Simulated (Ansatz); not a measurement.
**MgRh (Pm-3m): Grüneisen parameters**

Wanted: mode Grüneisen parameters of MgRh (Pm-3m).

Calculated with Ansatz 0.2.0; DFT PBEsol, scalar-relativistic, plane waves, PAW; PAW set soft_1.

Report form: inputs, costs, results and the conclusion, without the logs.

**1. The structure**

It takes space group Pm-3m (No. 221, cubic). The conventional cell has a = 3.083 Å, b = 3.083 Å, c = 3.083 Å, α = 90.00°, β = 90.00°, γ = 90.00°. Mg has 8 Rh at 2.67 Å nearest. Nearest to Rh lie 8 Mg at 2.67 Å. Farther neighbours, and contacts between anions beyond the nearest, are not listed.

**2. The dispersion**

Stability and thermal properties need the whole zone. Linear response on a 4×4×4 q mesh gives force constants as far as a supercell of that size would.

input.yaml reads:

```yaml
crystal:
  lattice:
    - [3.0826217248, 0.0, 0.0]
    - [0.0, 3.0826217248, 0.0]
    - [0.0, 0.0, 3.0826217248]
  atoms:
    - { symbol: Mg, position: [0.0, 0.0, 0.0] }
    - { symbol: Rh, position: [0.5, 0.5, 0.5] }
kpoints:
  mp_grid: { grid: [16, 16, 16] }
hamiltonian:
  xc: pbesol
  pseudopotentials: { kind: paw, azcp: { folder: soft_1 }, xc_functional: pbe }
scf:
  occupations: { method: methfessel_paxton, width: 0.2 }
output:
  eigenvalues: true
phonons:
  method: dfpt
  qmesh: [4, 4, 4]
  temperatures: { t_max: 1000, t_step: 50 }
  qpath:
    path:
      - [[0.0, 0.0, 0.0], [0.0, 0.5, 0.0], [0.5, 0.5, 0.0], [0.0, 0.0, 0.0], [0.5, 0.5, 0.5], [0.0, 0.5, 0.0]]
      - [[0.5, 0.5, 0.5], [0.5, 0.5, 0.0]]
    npoints: 10
```

Launch:

```bash
ansatz run input.yaml --threads 4 --pin off --max-ram 10240MiB --backend cpu --events-out ev --progress --plain --runs-dir out
```

Elapsed: 8.5 min, on 4 threads of Arm Neoverse V1, shared host; peak memory 2.8 GiB; 33 min of CPU time.

This step gave:

```yaml
volume_per_atom: 14.65 Å³
gap_on_the_k_mesh: 0 eV
sum_rule_residual_before_enforcement: 4.78e-5 eV/Å²
lowest_frequency_on_the_path: 0 cm⁻¹
point_group: m-3m
highest_frequency_on_path_mesh_or_solved_points: 330.0 cm⁻¹
mean_frequency: 203.5 cm⁻¹
debye_temperature_second_moment: 418 K
logarithmic_mean_frequency: 177.5 cm⁻¹
highest_optical_mode_at_the_zone_centre_no_lo_to_term: 285.6 cm⁻¹
lowest_optical_zone_centre_mode: 285.6 cm⁻¹
lowest_mode_on_the_q_mesh_acoustic_modes_at_gamma_apart: 58.79 cm⁻¹
zero_point_energy_per_atom: 37.84 meV
heat_capacity_at_300_k: 22.73 J/(mol atoms K)
vibrational_entropy_at_300_k: 30.11 J/(mol atoms K)
edges_of_the_widest_gap_between_branches_on_path_and_mesh: 149.2, 254.1 cm⁻¹
```

Frequencies (cm⁻¹) solved at each irreducible wavevector; negative means imaginary. Frequencies by wavevector, by row:

```
q in reciprocal lattice units  star  mode 1  mode 2  mode 3  mode 4  mode 5  mode 6
                        0 0 0     1       0       0       0   285.6   285.6   285.6
                     0 0 0.25     6    86.7    86.7   106.1   274.7   274.7   303.9
                     0 0 -0.5     3   137.4   137.4   141.4   258.5   258.5   327.9
                  0 0.25 0.25    12    58.8   112.4   138.9   266.5   296.4     305
                  0 0.25 -0.5    12   101.6     113   141.3   255.9   299.8   328.4
                  0 -0.5 -0.5     3      64      64   149.2   254.1     330     330
               0.25 0.25 0.25     8   100.4   100.4   134.1   293.6   298.1   298.1
               0.25 0.25 -0.5    12   101.2   114.1   137.1   289.2   299.3   325.3
               0.25 -0.5 -0.5     6    99.2    99.2   143.9   288.1   324.5   324.5
               -0.5 -0.5 -0.5     1   130.7   130.7   130.7   319.6   319.6   319.6
```

Symmetry leaves 10 wavevectors to solve. The lowest mode among them, the acoustic zeros apart, lies at q = (0, 0.25, 0.25) and is real, 58.8 cm⁻¹.

**3. Relaxing at another volume, volume ratio 0.97**

The volume is scaled by 0.97 and held; symmetry leaves nothing to relax, so this is a single point. The modes can then be followed against volume.

input.yaml, the sections that differ from step 2:

```yaml
crystal:
  lattice:
    - [3.0514820026, 0.0, 0.0]
    - [0.0, 3.0514820026, 0.0]
    - [0.0, 0.0, 3.0514820026]
  atoms:
    - { symbol: Mg, position: [0.0, 0.0, 0.0] }
    - { symbol: Rh, position: [0.5, 0.5, 0.5] }
output:
  forces: true
  stress: true
  eigenvalues: true
# kpoints, hamiltonian, scf: as in step 2
# phonons: removed
```

Run time: 1.5 s. Hardware: 4 threads; peak memory 0.36 GiB; 5 s of CPU time.

Read from the output:

```
pressure        : 4.152 GPa
volume per atom : 14.21 Å³
```

The run ends at a pressure of 4.15 GPa.

**4. Phonons at the other volume, volume ratio 0.97**

The phonons are repeated at this volume on the same meshes, so that differences come from the volume alone.

input.yaml: that of step 3 with these lines changed.

```diff
@@ -16,4 +16,11 @@
 output:
-  forces: true
-  stress: true
   eigenvalues: true
+phonons:
+  method: dfpt
+  qmesh: [4, 4, 4]
+  temperatures: { t_max: 1000, t_step: 50 }
+  qpath:
+    path:
+      - [[0.0, 0.0, 0.0], [0.0, 0.5, 0.0], [0.5, 0.5, 0.0], [0.0, 0.0, 0.0], [0.5, 0.5, 0.5], [0.0, 0.5, 0.0]]
+      - [[0.5, 0.5, 0.5], [0.5, 0.5, 0.0]]
+    npoints: 10
```

The job ended after 8.5 min (4 threads; peak memory 2.7 GiB).

This step gave:

* sum-rule residual before enforcement: 3.07e-5 eV/Å²
* highest frequency on path, mesh or solved points: 347.5 cm⁻¹
* mean frequency: 214.1 cm⁻¹
* Debye temperature (second moment): 439 K
* logarithmic mean frequency: 187.2 cm⁻¹
* highest optical mode at the zone centre (no LO-TO term): 300.4 cm⁻¹
* lowest optical zone-centre mode: 300.4 cm⁻¹
* lowest mode on the q mesh (acoustic modes at Γ apart): 63.01 cm⁻¹
* zero-point energy per atom: 39.81 meV
* heat capacity at 300 K: 22.52 J/(mol atoms K)
* vibrational entropy at 300 K: 28.90 J/(mol atoms K)
* edges of the widest gap between branches, on path and mesh: 154.8, 266.7 cm⁻¹

Frequencies (cm⁻¹) solved at each irreducible wavevector; negative means imaginary. Frequencies by wavevector, by row:

```
q in reciprocal lattice units  star  mode 1  mode 2  mode 3  mode 4  mode 5  mode 6
                        0 0 0     1       0       0       0   300.4   300.4   300.4
                     0 0 0.25     6    90.3    90.3   113.8   288.5   288.5   319.2
                     0 0 -0.5     3   143.5   143.5   152.2   270.7   270.7   343.5
                  0 0.25 0.25    12      63     117   147.4   279.6   310.3   321.4
                  0 0.25 -0.5    12   109.3   118.8   147.1   268.3   315.3   344.9
                  0 -0.5 -0.5     3    69.6    69.6   154.8   266.7   347.5   347.5
               0.25 0.25 0.25     8   106.6   106.6   140.7   308.3   313.2   313.2
               0.25 0.25 -0.5    12   108.8   118.8   145.9   302.4   315.1   341.7
               0.25 -0.5 -0.5     6     107     107   151.8   301.6   340.7   340.7
               -0.5 -0.5 -0.5     1   141.1   141.1   141.1   333.9   333.9   333.9
```

The highest optical mode at the zone centre (no LO-TO term) is 300.4 cm⁻¹, +14.8 cm⁻¹ against the base run.

**5. Relaxing at another volume, volume ratio 1.03**

The volume is scaled by 1.03 and held; symmetry leaves nothing to relax, so this is a single point. The modes can then be followed against volume.

input.yaml, the sections that differ from step 4:

```yaml
crystal:
  lattice:
    - [3.113144717, 0.0, 0.0]
    - [0.0, 3.113144717, 0.0]
    - [0.0, 0.0, 3.113144717]
  atoms:
    - { symbol: Mg, position: [0.0, 0.0, 0.0] }
    - { symbol: Rh, position: [0.5, 0.5, 0.5] }
output:
  forces: true
  stress: true
  eigenvalues: true
# kpoints, hamiltonian, scf: as in step 4
# phonons: removed
```

Run time: 1.6 s. Hardware: 4 threads; peak memory 0.36 GiB; 5.3 s of CPU time.

This step gave:

```
pressure        : -3.534 GPa
volume per atom : 15.09 Å³
```

The run ends at a pressure of -3.53 GPa.

**6. Phonons at the other volume, volume ratio 1.03**

input.yaml, the sections that differ from step 5:

```yaml
output:
  eigenvalues: true
phonons:
  method: dfpt
  qmesh: [4, 4, 4]
  temperatures: { t_max: 1000, t_step: 50 }
  qpath:
    path:
      - [[0.0, 0.0, 0.0], [0.0, 0.5, 0.0], [0.5, 0.5, 0.0], [0.0, 0.0, 0.0], [0.5, 0.5, 0.5], [0.0, 0.5, 0.0]]
      - [[0.5, 0.5, 0.5], [0.5, 0.5, 0.0]]
    npoints: 10
# crystal, kpoints, hamiltonian, scf: as in step 5
```

It took 8.6 min on 4 threads; peak memory 2.8 GiB.

Read from the output:

```yaml
sum_rule_residual_before_enforcement: 3.61e-5 eV/Å²
highest_frequency_on_path_mesh_or_solved_points: 313.4 cm⁻¹
mean_frequency: 193.4 cm⁻¹
debye_temperature_second_moment: 398 K
logarithmic_mean_frequency: 168.4 cm⁻¹
highest_optical_mode_at_the_zone_centre_no_lo_to_term: 271.4 cm⁻¹
lowest_optical_zone_centre_mode: 271.4 cm⁻¹
lowest_mode_on_the_q_mesh_acoustic_modes_at_gamma_apart: 54.86 cm⁻¹
zero_point_energy_per_atom: 35.96 meV
heat_capacity_at_300_k: 22.92 J/(mol atoms K)
vibrational_entropy_at_300_k: 31.33 J/(mol atoms K)
edges_of_the_widest_gap_between_branches_on_path_and_mesh: 143.8, 242.1 cm⁻¹
```

The highest optical mode at the zone centre (no LO-TO term) is 271.4 cm⁻¹, -14.2 cm⁻¹ against the base run.

**7. Grüneisen parameters**

The Grüneisen parameter of a mode is minus the logarithmic change of its frequency with volume, −d ln ω / d ln V; weighted by heat capacity it gives the expansion.

This step gave:

```
bulk modulus : 128.1 GPa
```

The phonon branches at the labelled points (cm⁻¹):

```
    point  branch 1  branch 2  branch 3  branch 4  branch 5  branch 6
        Γ         0         0         0       286       286       286
  halfway        87        87       106       275       275       304
        X       137       137       141       258       258       328
  halfway       102       113       141       256       300       328
        M        64        64       149       254       330       330
  halfway        59       112       139       266       296       305
        Γ         0         0         0       286       286       286
  halfway       100       100       134       294       298       298
        R       131       131       131       320       320       320
  halfway       101       114       137       289       299       325
        X       137       137       141       258       258       328
jump to R       131       131       131       320       320       320
  halfway        99        99       144       288       324       324
        M        64        64       149       254       330       330
```

The same for volume x 0.97:

```
point  branch 1  branch 2  branch 3  branch 4  branch 5  branch 6
    Γ         0         0         0       300       300       300
    X       144       144       152       271       271       344
    M        70        70       155       267       348       348
    Γ         0         0         0       300       300       300
    R       141       141       141       334       334       334
    X       144       144       152       271       271       344
    R       141       141       141       334       334       334
    M        70        70       155       267       348       348
```

The same for volume x 1.03:

```
point  branch 1  branch 2  branch 3  branch 4  branch 5  branch 6
    Γ         0         0         0       271       271       271
    X       131       132       132       247       247       313
    M        59        59       144       242       313       313
    Γ         0         0         0       271       271       271
    R       121       121       121       306       306       306
    X       131       132       132       247       247       313
    R       121       121       121       306       306       306
    M        59        59       144       242       313       313
```

Mode Grueneisen parameter -dln(w)/dln(V), modes matched by rank; at Γ the acoustic branches take the value of a neighbouring point of the path. The mode Grüneisen parameters at the labelled points ():

```
    point  branch 1  branch 2  branch 3  branch 4  branch 5  branch 6
        Γ      1.33      1.33      2.14      1.69      1.69      1.69
  halfway      1.36      1.36      2.34      1.63      1.63      1.63
        X      1.49      1.43      2.41      1.53      1.53      1.55
  halfway      2.46      1.67      1.33      1.57      1.68      1.63
        M      2.84      2.84      1.22      1.61      1.72      1.72
  halfway      2.29      1.33      1.99      1.61      1.53      1.75
        Γ      1.87      1.28      1.88      1.69      1.69      1.69
  halfway      2.03      2.03      1.59      1.62      1.65      1.65
        R      2.59      2.59      2.59      1.45      1.45      1.45
  halfway      2.44      1.37      2.09      1.49      1.71      1.63
        X      1.49      1.43      2.41      1.53      1.53      1.55
jump to R      2.59      2.59      2.59      1.45      1.45      1.45
  halfway      2.55      2.55      1.77      1.52      1.62      1.62
        M      2.84      2.84      1.22      1.61      1.72      1.72
```

(dS/dlnV)/C_V. The thermodynamic Grueneisen parameter by temperature:

```
temperature (K)  thermodynamic Grueneisen parameter
             50                                1.95
            100                                1.85
            150                                1.81
            200                                1.79
            250                                1.78
            300                                1.78
            350                                1.78
            400                                1.77
            450                                1.77
            500                                1.77
            550                                1.77
            600                                1.77
            650                                1.77
            700                                1.77
            750                                1.77
            800                                1.77
            850                                1.77
            900                                1.77
            950                                1.77
           1000                                1.77
```

Gamma C_V/(B V) at the static volume. The volume expansion by temperature:

```
temperature (K)  volume expansion (1e-6/K)
             50                       10.4
            100                       22.0
            150                       28.7
            200                       32.4
            250                       34.5
            300                       35.8
            350                       36.6
            400                       37.1
            450                       37.5
            500                       37.8
            550                         38
            600                       38.2
            650                       38.3
            700                       38.4
            750                       38.5
            800                       38.5
            850                       38.6
            900                       38.6
            950                       38.7
           1000                       38.7
```

**8. Outcome**

```yaml
bulk_modulus: 128 GPa
thermodynamic_grueneisen_parameter_at_300_k: 1.779
volume_expansion_at_300_k_estimated: 35.79 × 10⁻⁶ K⁻¹
```

What this shows: By this estimate the volume grows by 35.8 × 10⁻⁶ per kelvin at 300 K. The highest optical mode at Γ goes from 300 to 271 cm⁻¹ as the cell grows, a Grüneisen parameter of 1.69. Mode parameters on the path run from 1.2 to 2.8, with a median of 1.7. Branches are matched by rank, so values near crossings are rough. The expansion is the Grüneisen estimate at the static volume, with the static bulk modulus. With no gap, or one that is small against the smearing, the frequencies hang on the k mesh and the smearing, most of all near Kohn anomalies. The phonon runs are without spin polarisation, although the cell has an odd electron count. The PAW files were made for PBE and serve the other functionals too. A phonon run warned that its eigensolver left some bands unconverged in a pass.

[Long decimals in the printed logs are rounded to 6 places.]

[Logs are printed without paths, hosts, clocks, repeated set-up lines and the standing remarks that a program may print on its own settings, such as how far it seeks lower states.]

[Hosts, paths, dates, database ids (printed as entryN), source tags and the programs' standing remarks are cut or masked in the printed files.]

[Where the starting crystal was built by hand or by swapping elements, it need not be the compound's stable phase.]
